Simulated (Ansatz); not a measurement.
**Is ZrAlSi in the AlB2 type a stable metal?**

Question: is the lattice of ZrAlSi in the AlB2 type stable, and if so, what are its coupling constant and resistivity?

Method: DFT PBEsol, scalar-relativistic, plane waves, PAW; PAW set soft_1, in Ansatz 0.2.0.

This is a report of a sequence of runs, with most program output left out.

The structure was built from a prototype and need not be the compound's stable phase.

## 1. The structure

Symmetry: P-6m2, No. 187, hexagonal system. Conventional cell: a = 4.038 Å, b = 4.038 Å, c = 4.239 Å, α = 90.00°, β = 90.00°, γ = 120.00°. Nearest to Zr lie 6 Al at 3.15 Å and 6 Si at 3.15 Å. Al has 3 Si at 2.33 Å and 6 Zr at 3.15 Å nearest. Nearest to Si lie 3 Al at 2.33 Å and 6 Zr at 3.15 Å. Farther neighbours are not listed.

## 2. Rough relaxation

The start is far from rest, so a relaxation with loose thresholds does the first part.

The input, input.yaml:

```yaml
crystal:
  lattice:
    - [4.03757, 0.0, 0.0]
    - [-2.01879, 3.49664, 0.0]
    - [0.0, 0.0, 4.23945]
  atoms:
    - { symbol: Zr, position: [0.0, 0.0, 0.0] }
    - { symbol: Al, position: [0.33333333, 0.66666667, 0.5] }
    - { symbol: Si, position: [0.66666667, 0.33333333, 0.5] }
kpoints:
  mp_grid: { grid: [6, 6, 6] }
hamiltonian:
  xc: pbesol
  pseudopotentials: { kind: paw, azcp: { folder: soft_1 }, xc_functional: pbe }
scf:
  occupations: { method: gaussian, width: 0.1 }
output:
  forces: true
  stress: true
  eigenvalues: true
relax:
  adjacent_minimum: "off"
  f_tol: 0.05
  max_steps: 80
  cell: { stress_tol: 0.5 }
```

Started as:

```bash
$ ansatz run input.yaml --threads 4 --pin off --max-ram 12288MiB --backend cpu --events-out ev --progress --plain --runs-dir out
```

It took 5 s on 4 threads of Arm Neoverse V2, shared host; peak memory 0.35 GiB.

Relaxation path:

```
step  energy less that of the first step (eV)  largest force component (eV/Å)  pressure (GPa)  volume (Å³)
   1                                   0.0000                          0.0000           -8.94        59.85
   2                                  -0.3615                          0.0000           -6.28        56.67
   3                                  -0.6307                          0.0000           -3.35        53.85
   4                                  -0.7706                          0.0000           -0.03        51.45
   5                                  -0.7964                          0.0000            0.95        50.77
   6                                  -0.7822                          0.0000           -1.05        50.97
   7                                  -0.8053                          0.0000           -0.12        50.98
  8*                                  -0.8051                          0.0000           -0.12        50.98
```

Relaxation steps marked * repeat the geometry before them on a plane-wave basis chosen anew for their cell, so energy and pressure can jump there. Relaxation step 6 was tried and not accepted.

The run keeps the 12 symmetry operations that it works with, so distortions that break them were not tested.

```
     cell as run  before  after   change
           a (Å)   4.038  4.113   +1.9 %
           b (Å)   4.038  4.113   +1.9 %
           c (Å)   4.239  3.479  -17.9 %
volume (Å³/atom)   19.95  16.99  -14.8 %
```

The relaxed structure:

```xyz
3
Lattice="4.1132 0.0000 0.0000 -2.0566 3.5621 0.0000 0.0000 0.0000 3.4794" Properties=species:S:1:pos:R:3 pbc="T T T"
Zr    0.0000    0.0000    0.0000
Al    0.0000    2.3748    1.7397
Si    2.0566    1.1874    1.7397
```

Numbers from this step:

```yaml
pressure: -0.1220 GPa
volume_per_atom: 16.99 Å³/atom
metallic_on_mesh: yes
gap_on_the_k_mesh: 0 eV
```

The largest force is now zero by symmetry and the largest stress component 0.18 GPa.

## 3. Relaxing cell and atoms

Lattice constant and positions set the bands and the force constants, so the cell is relaxed first.

input.yaml, the sections that differ from step 2:

```yaml
crystal:
  lattice:
    - [4.1132164979, 2.9408e-06, 0.0]
    - [-2.0566107958, 3.562148508, 0.0]
    - [0.0, 0.0, 3.4794444398]
  atoms:
    - { symbol: Zr, position: [0.0, 0.0, 0.0] }
    - { symbol: Al, position: [0.3333333333, 0.6666666667, 0.5] }
    - { symbol: Si, position: [0.6666666667, 0.3333333333, 0.5] }
kpoints:
  mp_grid: { grid: [9, 9, 8] }
relax:
  adjacent_minimum: "off"
  f_tol: 0.005
  max_steps: 80
  cell: { stress_tol: 0.05 }
# hamiltonian, scf, output: as in step 2
```

Wall time 5 s (4 threads); peak memory 0.39 GiB.

Relaxation path:

```
step  energy less that of the first step (eV)  largest force component (eV/Å)  pressure (GPa)  volume (Å³)
   1                                   0.0000                          0.0000           -0.63        50.98
   2                                  -0.0004                          0.0000            0.22        50.61
   3                                  -0.0006                          0.0000           -0.01        50.74
   4                                  -0.0006                          0.0000           -0.01        50.75
   5                                  -0.0006                          0.0000           -0.01        50.75
```

The log counts 1 steps on a newly chosen plane-wave basis, not all of them marked here; energy and pressure can jump at such steps.

```
conventional cell, symmetrised  before  after  change
                         a (Å)   4.113  4.103  -0.2 %
                         b (Å)   4.113  4.103  -0.2 %
                         c (Å)   3.479  3.481  +0.0 %
              volume (Å³/atom)   16.99  16.92  -0.5 %
```

Final coordinates:

```xyz
3
Lattice="4.1031 0.0000 0.0000 -2.0516 3.5534 0.0000 0.0000 0.0000 3.4807" Properties=species:S:1:pos:R:3 pbc="T T T"
Zr    0.0000    0.0000    0.0000
Al    0.0000    2.3689    1.7404
Si    2.0516    1.1845    1.7404
```

This step gave:

```yaml
pressure: -0.005601 GPa
volume_per_atom: 16.92 Å³/atom
```

The largest force is now zero by symmetry and the largest stress component 0.0068 GPa.

## 4. Tight relaxation

No force is left; the cell is relaxed once more with another smearing and tight thresholds.

input.yaml, the sections that differ from step 3:

```yaml
crystal:
  lattice:
    - [4.1031354673, 2.9336e-06, 0.0]
    - [-2.0515702742, 3.553418083, 0.0]
    - [0.0, 0.0, 3.480720231]
  atoms:
    - { symbol: Zr, position: [0.0, 0.0, 0.0] }
    - { symbol: Al, position: [0.3333333333, 0.6666666667, 0.5] }
    - { symbol: Si, position: [0.6666666667, 0.3333333333, 0.5] }
scf:
  occupations: { method: methfessel_paxton, width: 0.2 }
relax:
  adjacent_minimum: "off"
  f_tol: 0.001
  max_steps: 60
  cell: { stress_tol: 0.01 }
# kpoints, hamiltonian, output: as in step 3
```

Run time: 4.5 s. Hardware: 4 threads; peak memory 0.39 GiB.

Little changed from the start: no atom moved by 0.005 Å and no cell edge by 0.1 %.

This step gave:

| Quantity | Value |
| --- | --- |
| pressure | -3.46e-4 GPa |

The largest force is now zero by symmetry and the largest stress component 8.5e-4 GPa, small enough for phonons.

## 5. Phonons: q 2×2×2, k 4×4×4

Before any scattering is computed, the phonons show whether the structure is a minimum.

The input, input.yaml:

```yaml
crystal:
  lattice:
    - [4.1019611169, 2.9327e-06, 0.0]
    - [-2.0509830983, 3.5524010662, 0.0]
    - [0.0, 0.0, 3.4838245321]
  atoms:
    - { symbol: Zr, position: [0.0, 0.0, 0.0] }
    - { symbol: Al, position: [0.3333333333, 0.6666666667, 0.5] }
    - { symbol: Si, position: [0.6666666667, 0.3333333333, 0.5] }
kpoints:
  mp_grid: { grid: [4, 4, 4] }
hamiltonian:
  xc: pbesol
  pseudopotentials: { kind: paw, azcp: { folder: soft_1 }, xc_functional: pbe }
scf:
  occupations: { method: methfessel_paxton, width: 0.2 }
output:
  eigenvalues: true
phonons:
  method: dfpt
  qmesh: [2, 2, 2]
  temperatures: { t_max: 1000, t_step: 50 }
  qpath:
    path:
      - [[0.0, 0.0, 0.0], [0.5, 0.0, 0.0], [0.33333333, 0.33333333, 0.0], [0.0, 0.0, 0.0], [0.0, 0.0, 0.5], [0.5, 0.0, 0.5], [0.33333333, 0.33333333, 0.5], [0.0, 0.0, 0.5]]
      - [[0.5, 0.0, 0.5], [0.5, 0.0, 0.0]]
      - [[0.33333333, 0.33333333, 0.5], [0.33333333, 0.33333333, 0.0]]
    npoints: 10
```

It took 13 s on 4 threads; peak memory 0.45 GiB; 46 s of CPU time.

Numbers from this step:

| Property | Result |
| --- | --- |
| share of imaginary modes in the plain interpolation between solved wavevectors | 0.036 |
| highest frequency, solved or plainly interpolated | 496.7 cm⁻¹ |

Solved on the 2×2×2 mesh alone; all other wavevectors are interpolated. The phonon branches at the labelled points (cm⁻¹):

```
    point  branch 1  branch 2  branch 3  branch 4  branch 5  branch 6  branch 7  branch 8  branch 9
        Γ         0         0         0       136       196       196       252       474       474
  halfway        46        57        80       151       188       231       248       459       480
        M        65        70        93       169       173       202       323       431       485
  halfway        69        75        97       169       175       199       336       414       492
        K        80        80        92       168       177       196       362       386       497
  halfway        53        58        88       155       186       225       264       452       483
        Γ         0         0         0       136       196       196       252       474       474
  halfway        76        76       126       146       194       194       261       469       469
        A       106       106       139       186       193       193       273       464       464
  halfway        50        99       156       176       184       246       256       446       475
        L       -77        92       170       174       175       235       313       407       485
  halfway       -72        68       156       186       190       230       326       398       484
        H       -67        35       150       196       198       222       350       379       484
  halfway        36        88       163       168       189       252       259       440       476
        A       106       106       139       186       193       193       273       464       464
jump to L       -77        92       170       174       175       235       313       407       485
  halfway       -44        94       127       173       179       219       318       419       485
        M        65        70        93       169       173       202       323       431       485
jump to H       -67        35       150       196       198       222       350       379       484
  halfway        34        58       126       183       185       211       356       382       490
        K        80        80        92       168       177       196       362       386       497
```

Lowest modes at the softest wavevector of the mesh. The modes at q = (0.500, 0.000, 0.500) (shares of kinetic energy by element, %) (negative means imaginary):

```
mode  frequency (cm⁻¹)  Zr %  Al %  Si %
   1             -76.6    81    14     4
   2              91.8   100     0     0
   3             170.4    98     1     0
   4             174.3     0    45    55
   5             175.4     0    31    69
   6             235.2    18    55    27
```

Displacements in mode 1 (-76.6 cm⁻¹), the largest set to 1, in the home cell:
```
Zr1 1.00 0.58 0.00
Al2 0.00 0.00 0.89
Si3 0.00 0.00 0.48
```

Displacements in mode 2 (91.8 cm⁻¹), the largest set to 1, in the home cell:
```
Zr1 -0.58  1.00  0.00
Al2  0.00  0.00  0.00
Si3  0.00  0.00  0.00
```

Among the solved wavevectors the lowest mode, translations apart, is -76.6 cm⁻¹, imaginary.

## 6. Lattice stability: q 3×3×2, k 6×6×6

An imaginary mode on so few k-points may come from the sampling, so the phonons are repeated with another q and k mesh.

Changes to input.yaml since step 5:

```diff
@@ -10,3 +10,3 @@
 kpoints:
-  mp_grid: { grid: [4, 4, 4] }
+  mp_grid: { grid: [6, 6, 6] }
 hamiltonian:
@@ -20,3 +20,3 @@
   method: dfpt
-  qmesh: [2, 2, 2]
+  qmesh: [3, 3, 2]
   temperatures: { t_max: 1000, t_step: 50 }
```

Run time: 54 s. Hardware: 4 threads; peak memory 0.62 GiB.

This step gave:

* share of imaginary modes in the plain interpolation between solved wavevectors: 0.0207
* highest frequency, solved or plainly interpolated: 502.8 cm⁻¹

Solved on the 3×3×2 mesh alone; all other wavevectors are interpolated. The phonon branches at the labelled points (cm⁻¹):

```
    point  branch 1  branch 2  branch 3  branch 4  branch 5  branch 6  branch 7  branch 8  branch 9
        Γ         0         0         0       113       202       202       235       483       483
  halfway        58        70        90       147       193       218       255       459       484
        M        76        88       103       171       178       201       314       436       488
  halfway        71        90       122       166       173       196       334       418       496
        K        65        92       145       158       169       190       363       392       503
  halfway        66        84        89       151       189       214       272       450       487
        Γ         0         0         0       113       202       202       235       483       483
  halfway        52        52       104       130       195       195       233       475       475
        A        62        62       142       153       191       191       228       468       468
  halfway        42        74       149       164       181       229       251       457       479
        L       -28        76       172       172       176       227       323       422       485
  halfway       -46        70       157       184       189       227       337       412       482
        H       -58        64       150       194       196       226       364       388       480
  halfway        29        74       155       161       184       229       265       452       480
        A        62        62       142       153       191       191       228       468       468
jump to L       -28        76       172       172       176       227       323       422       485
  halfway        43        83       136       176       180       213       319       429       486
        M        76        88       103       171       178       201       314       436       488
jump to H       -58        64       150       194       196       226       364       388       480
  halfway       -16        77       146       178       183       210       364       390       492
        K        65        92       145       158       169       190       363       392       503
```

Lowest modes at the softest wavevector of the mesh. The modes at q = (-0.333, -0.333, 0.500) (shares of kinetic energy by element, %) (negative means imaginary):

```
mode  frequency (cm⁻¹)  Zr %  Al %  Si %
   1             -57.8    76    24     0
   2              63.6    94     0     6
   3             150.5    66    19    15
   4             194.5    34    26    40
   5             195.5     6     0    94
   6             226.1    24    76     0
```

Displacements in mode 1 (-57.8 cm⁻¹), the largest set to 1, in the home cell (x, y, z of the real part, then of the imaginary part):
```
Zr1  0.00 -0.69  0.00 -0.69  0.00  0.00
Al2  0.00  0.00 -1.00  0.00  0.00  0.00
Si3  0.00  0.00  0.00  0.00  0.00  0.00
```

Displacements in mode 6 (226.1 cm⁻¹), the largest set to 1, in the home cell (x, y, z of the real part, then of the imaginary part):
```
Zr1  0.00 -0.21  0.00 -0.21  0.00  0.00
Al2  0.00  0.00  1.00  0.00  0.00  0.00
Si3  0.00  0.00  0.00  0.00  0.00  0.00
```

The modes has structure finer than the step of the table below, so its rows give means over 10 cm⁻¹, whole bins alone (the curve runs from -67.4 to 528 cm⁻¹). Peaks (cm⁻¹: height): Al 183.4: 0.0204, 224.6: 0.0230, 314.5: 0.00647, 482.9: 0.0336; Si 179.7: 0.0328, 224.6: 0.0109, 314.5: 0.0104, 482.9: 0.0277; Zr 74.9: 0.0520, 153.5: 0.0175.

Phonopy on the run's constants, 15x15x17 mesh, Gaussian sigma 4.3 cm⁻¹. The modes by wavenumber; means over each step; values in 1/cm⁻¹/cell:

```
wavenumber (cm⁻¹)       Al       Si       Zr
              -60   1.6e-4        0   5.3e-4
              -50   6.2e-4        0  0.00210
              -40   9.1e-4   8.1e-6  0.00320
              -30   9.7e-4   1.7e-5  0.00352
              -20   8.2e-4   1.4e-5  0.00310
              -10   4.7e-4   1.0e-5  0.00179
                0   1.6e-4   1.4e-5   6.1e-4
               10   4.3e-4   4.0e-5  0.00171
               20   8.3e-4   1.5e-4  0.00357
               30  0.00145   3.2e-4  0.00649
               40  0.00201   6.1e-4   0.0101
               50  0.00291  0.00107   0.0180
               60  0.00298  0.00153   0.0264
               70  0.00238  0.00206   0.0423
               80  0.00198  0.00186   0.0399
               90   9.3e-4   8.2e-4   0.0152
              100   5.5e-4   6.9e-4  0.00611
              110   7.6e-4  0.00118  0.00676
              120  0.00129  0.00222  0.00784
              130  0.00232  0.00418  0.00930
              140  0.00488  0.00883   0.0124
              150  0.00641   0.0133   0.0163
              160  0.00616   0.0191   0.0142
              170  0.00898   0.0259  0.00740
              180   0.0180   0.0310  0.00881
              190   0.0146   0.0196  0.00810
              200   0.0130  0.00564  0.00429
              210   0.0167  0.00479  0.00461
              220   0.0214  0.00880  0.00662
              230   0.0158  0.00879  0.00536
              240  0.00357  0.00313  0.00133
              250  0.00239  0.00309   4.5e-4
              260  0.00163  0.00219   2.0e-4
              270  0.00270  0.00373   2.2e-4
              280  0.00211  0.00296   1.3e-4
              290  0.00296  0.00433   1.2e-4
              300  0.00318  0.00473   8.5e-5
              310  0.00412  0.00651   6.4e-5
              320  0.00463  0.00764   5.7e-5
              330  0.00315  0.00592   2.9e-5
              340  0.00191  0.00407   1.5e-5
              350  0.00100  0.00323   1.0e-5
              360   3.4e-4  0.00169   2.5e-6
              370   5.3e-6   3.7e-4        0
              380   1.3e-4   6.2e-6        0
              390  0.00123   1.9e-4   4.7e-6
              400  0.00347  0.00105   2.3e-5
              410  0.00509  0.00238   3.5e-5
              420  0.00802  0.00452   6.2e-5
              430   0.0107  0.00675   7.4e-5
              440  0.00962  0.00662   5.3e-5
              450  0.00800  0.00587   3.9e-5
              460  0.00783  0.00601   2.8e-5
              470  0.00954  0.00762   2.2e-5
              480   0.0253   0.0208   1.0e-4
              490   0.0218   0.0182   1.1e-4
              500  0.00441  0.00378   1.9e-5
              510   2.7e-4   2.4e-4   2.0e-7
              520   1.6e-6   8.0e-7        0
```

No LO-TO term; unit eigenvectors of the mass-weighted matrix. The modes at Γ (shares of kinetic energy by element, %):

```
mode  frequency (cm⁻¹)  symmetry  Zr %  Al %  Si %
   1               0.0   unnamed    62    18    19
   2               0.0   unnamed    62    18    19
   3               0.0   unnamed    62    18    19
   4             113.4      A2''     1    37    62
   5             202.2        E'    38    27    35
   6             202.2        E'    38    27    35
   7             235.0      A2''    37    44    19
   8             482.9        E'     0    55    45
   9             482.9        E'     0    55    45
```

Displacements in mode 4 (113.4 cm⁻¹), the largest set to 1:
```
Zr1  0.00  0.00 -0.07
Al2  0.00  0.00 -0.79
Si3  0.00  0.00  1.00
```

Displacements in mode 8 (482.9 cm⁻¹), the largest set to 1:
```
Zr1  0.00 -0.02  0.00
Al2  0.00  1.00  0.00
Si3  0.00 -0.89  0.00
```

Among the solved wavevectors the lowest mode, translations apart, is -57.8 cm⁻¹, imaginary.

## 7. Outcome

```json
{
  "phonon run of the rows without a label of their own": "PBEsol, q 3×3×2, k 6×6×6",
  "softest mode on the q mesh": "-57.8 cm⁻¹ at q = (-0.333, -0.333, 0.5)",
  "highest frequency, solved or plainly interpolated": "503 cm⁻¹"
}
```

What this shows: The lattice is dynamically unstable at this level: a mode at q = (-0.333, -0.333, 0.5) is imaginary, 57.8i cm⁻¹, so no harmonic coupling constant or resistivity is defined for this structure. These meshes are coarse, and single modes of a metal can move by tens of cm⁻¹ with the k mesh. The coarser mesh found an imaginary mode at another wavevector, which this mesh lacks. The phonon runs are not spin-polarised. The PAW files were made for PBE; under other functionals the run regenerates their frozen core. The structure was built by hand as an ordered model, and its stability against other phases was not tested.

[Logs are printed without paths, hosts, clocks, repeated set-up lines and the standing remarks that a program may print on its own settings, such as how far it seeks lower states.]

[Hosts, paths, dates, database ids (printed as entryN), source tags and the programs' standing remarks are cut or masked in the printed files.]
